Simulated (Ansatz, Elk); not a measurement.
# ZnAs2Rh2: X-ray structure factors from the self-consistent density, part 2 of 2

The structure of ZnAs2Rh2 used here is made up (a known structure type with other elements) and was relaxed beforehand with PBE. The aim is the Fourier transform of its all-electron density, F(hkl), set beside the sum over free spherical atoms that refinements use.

Elk 11.2.3 (patched build); all-electron DFT.

So far: The structure; Ground state and structure factors; The highest occupied states alone.

The structure was built from a prototype and need not be the compound's stable phase.

**4. Another try**

Level of this step: DFT, PBE, all-electron APW+lo, Dirac cores, scalar-relativistic bands, static density, no spin (Elk).

In this try the input is made faulty on purpose, to show what that does.

The input is changed as shown.

File elk.in:

```
tasks
  0
  195

xctype
  20

spinpol
  .false.

rgkmax
  3.5

gmaxvr
  14.0

lmaxo
  7

lmaxapw
  8

swidth
  0.002

tshift
  .false.

ramdisk
  .false.

hmaxvr
  5.5

maxscl
  60

epspot
  1e-06

sppath
  './'

avec
  -4.15437743030 4.15437743030 8.58164892261
  4.15437743030 -4.15437743030 8.58164892261
  4.15437743030 4.15437743030 -8.58164892261

atoms
  3
  'Rh.in'
  2
  0.2500000000 0.7500000000 0.5000000000   0.000000 0.000000 0.000000
  0.7500000000 0.2500000000 0.5000000000   0.000000 0.000000 0.000000
  'As.in'
  2
  0.3665410710 0.3665410710 -0.0000000000   0.000000 0.000000 0.000000
  0.6334589290 0.6334589290 -0.0000000000   0.000000 0.000000 0.000000
  'Zn.in'
  1
  -0.0000000000 -0.0000000000 -0.0000000000   0.000000 0.000000 0.000000

ngridk
  7 7 7
```

On the command line:

```console
> OMP_NUM_THREADS=4 elk
```

Numbers of over 12 decimals in the logs are rounded to 6 here.

Output:

```text
┌─────────────────────────┐
│ Elk code version 11.2.3 │
└─────────────────────────┘

All units are atomic (Hartree, Bohr, etc.)

┌─────────────────────────────────────────────────┐
│ Ground-state run starting from atomic densities │
└─────────────────────────────────────────────────┘

Lattice vectors :
  -4.154377430       4.154377430       8.581648923
   4.154377430      -4.154377430       8.581648923
   4.154377430       4.154377430      -8.581648923

Reciprocal lattice vectors :
 -0.1670831992E-16  0.7562126230      0.3660826354
[...]
species : 1 (Rh)
[...]
species : 2 (As)
[...]
atom 2                    :    30.81328404     (  0.5387178362E-03)
  species : 3 (Zn)
   atom 1                    :    28.53097687     (  0.8338908344E-04)
 total in muffin-tins        :    176.0368420
 total calculated charge     :    185.9991347
 total charge                :    186.0000000
 error                       :   0.8652965724E-03

┌──────────────────────────────┐
│ Self-consistent loop stopped │
└──────────────────────────────┘

Warning : core states of species 2 leak from the muffin-tin :   0.5387178362E-03

Wrote STATE.OUT
[key lines of the parts left out:]
total energy                :     -15886.551524912
```

It took 37 s on 4 threads of Arm Neoverse V2, shared host; peak memory 0.21 GiB; 1.9 min of CPU time.

The run finished. A setting was moved off its sound value on purpose, so it serves as a test and not as the result.

The fault put into the input: a cutoff far too low.

Its structure factors differ from the first run's by R = 0.2 %.

**5. Another functional**

The difference from free atoms is small, so it is set against the change that LDA (Perdew-Wang) makes.

Changes to elk.in since step 4:

```diff
@@ -5,3 +5,3 @@
 xctype
-  20
+  3
 
@@ -11,3 +11,3 @@
 rgkmax
-  3.5
+  7.0
 
@@ -35,3 +35,3 @@
 maxscl
-  60
+  120
```

On the command line:

```console
> OMP_NUM_THREADS=4 elk
```

Output:

```text
┌─────────────────────────┐
│ Elk code version 11.2.3 │
└─────────────────────────┘

All units are atomic (Hartree, Bohr, etc.)

┌─────────────────────────────────────────────────┐
│ Ground-state run starting from atomic densities │
└─────────────────────────────────────────────────┘

Lattice vectors :
  -4.154377430       4.154377430       8.581648923
   4.154377430      -4.154377430       8.581648923
   4.154377430       4.154377430      -8.581648923

Reciprocal lattice vectors :
 -0.1670831992E-16  0.7562126230      0.3660826354
[...]
species : 1 (Rh)
[...]
species : 2 (As)
[...]
atom 2                    :    30.97179258     (  0.5246983032E-03)
  species : 3 (Zn)
   atom 1                    :    28.67340261     (  0.7966908811E-04)
 total in muffin-tins        :    177.5909917
 total calculated charge     :    185.9989564
 total charge                :    186.0000000
 error                       :   0.1043581837E-02

┌──────────────────────────────┐
│ Self-consistent loop stopped │
└──────────────────────────────┘

Warning : core states of species 2 leak from the muffin-tin :   0.5246983032E-03

Wrote STATE.OUT
[key lines of the parts left out:]
total energy                :     -15870.971036955
```

The job ended after 28 s (4 threads; peak memory 0.17 GiB).

Against the first run R = 0.04 %; the largest change is -0.054 at 220.

**6. Basis size**

The basis and the expansions that go with it are enlarged, to see whether the differences are converged.

Changes to elk.in since step 5:

```diff
@@ -5,3 +5,3 @@
 xctype
-  3
+  20
 
@@ -11,12 +11,12 @@
 rgkmax
-  7.0
+  8.5
 
 gmaxvr
-  14.0
+  18.0
 
 lmaxo
-  7
+  9
 
 lmaxapw
-  8
+  10
```

On the command line:

```console
> OMP_NUM_THREADS=4 elk
```

Output:

```text
┌─────────────────────────┐
│ Elk code version 11.2.3 │
└─────────────────────────┘

All units are atomic (Hartree, Bohr, etc.)

┌─────────────────────────────────────────────────┐
│ Ground-state run starting from atomic densities │
└─────────────────────────────────────────────────┘

Lattice vectors :
  -4.154377430       4.154377430       8.581648923
   4.154377430      -4.154377430       8.581648923
   4.154377430       4.154377430      -8.581648923

Reciprocal lattice vectors :
 -0.1670831992E-16  0.7562126230      0.3660826354
[...]
species : 1 (Rh)
[...]
species : 2 (As)
[...]
atom 2                    :    30.95947065     (  0.5147579333E-03)
  species : 3 (Zn)
   atom 1                    :    28.65433523     (  0.7928123243E-04)
 total in muffin-tins        :    177.5945173
 total calculated charge     :    185.9989278
 total charge                :    186.0000000
 error                       :   0.1072245237E-02

┌──────────────────────────────┐
│ Self-consistent loop stopped │
└──────────────────────────────┘

Warning : core states of species 2 leak from the muffin-tin :   0.5147579333E-03

Wrote STATE.OUT
[key lines of the parts left out:]
total energy                :     -15888.873875007
```

Wall time 1.7 min (4 threads); peak memory 0.41 GiB.

Against the first run R = 0.01 %; the largest change is -0.030 at 008.

**7. Settings against the effect**

| run | R against the first run (%) | R against neutral atoms, low angle (%) | wall time |
| --- | --- | --- | --- |
| PBE, rgkmax 7 | 0.00 | 0.50 | 44 s |
| LDA (Perdew-Wang) | 0.04 | 0.51 | 28 s |
| rgkmax 8.5 with larger expansions | 0.01 | 0.49 | 1.7 min |

**8. Summary of results**

```
R against neutral atoms, sin θ/λ < 0.3 Å⁻¹ : 0.50 %
R against neutral atoms, 0.3 to 0.82 Å⁻¹   : 0.23 %
```

Independent neutral atoms miss the calculated amplitudes by R = 0.50 % below 0.3 Å⁻¹ and 0.23 % from there to 0.82 Å⁻¹; by shells, 0.77 % below 0.15 Å⁻¹ (2 forms), 0.48 % 0.15 to 0.3 (9 forms), 0.27 % 0.3 to 0.45 (19 forms), 0.22 % above 0.45 (119 forms). Bonding, aspherical density and the tables' own atoms all enter these figures, and the runs don't part them. The largest change of an amplitude is -0.59 electrons, at 200. The window's part falls from 40.0 electrons at the origin to at most 3.17 between 0.45 and 0.82 Å⁻¹, where compact states inside the window still scatter. Below 0.3 Å⁻¹ the changes that finished (LDA (Perdew-Wang) and rgkmax 8.5 with larger expansions) move F by R = 0.03 % at most, against the 0.50 % that separates it from free atoms. The k-mesh has no finished test. These runs have no spin, though d or f shells may be open. Part of the difference isn't bonding: the tables are fits to free atoms and ions calculated by other methods than this functional. Thermal motion, anomalous dispersion and extinction are left out.

[Logs are printed without paths, hosts, clocks, repeated set-up lines and the standing remarks that a program may print on its own settings, such as how far it seeks lower states.]

[Hosts, paths, dates, database ids (printed as entryN), source tags and the programs' standing remarks are cut or masked in the printed files.]
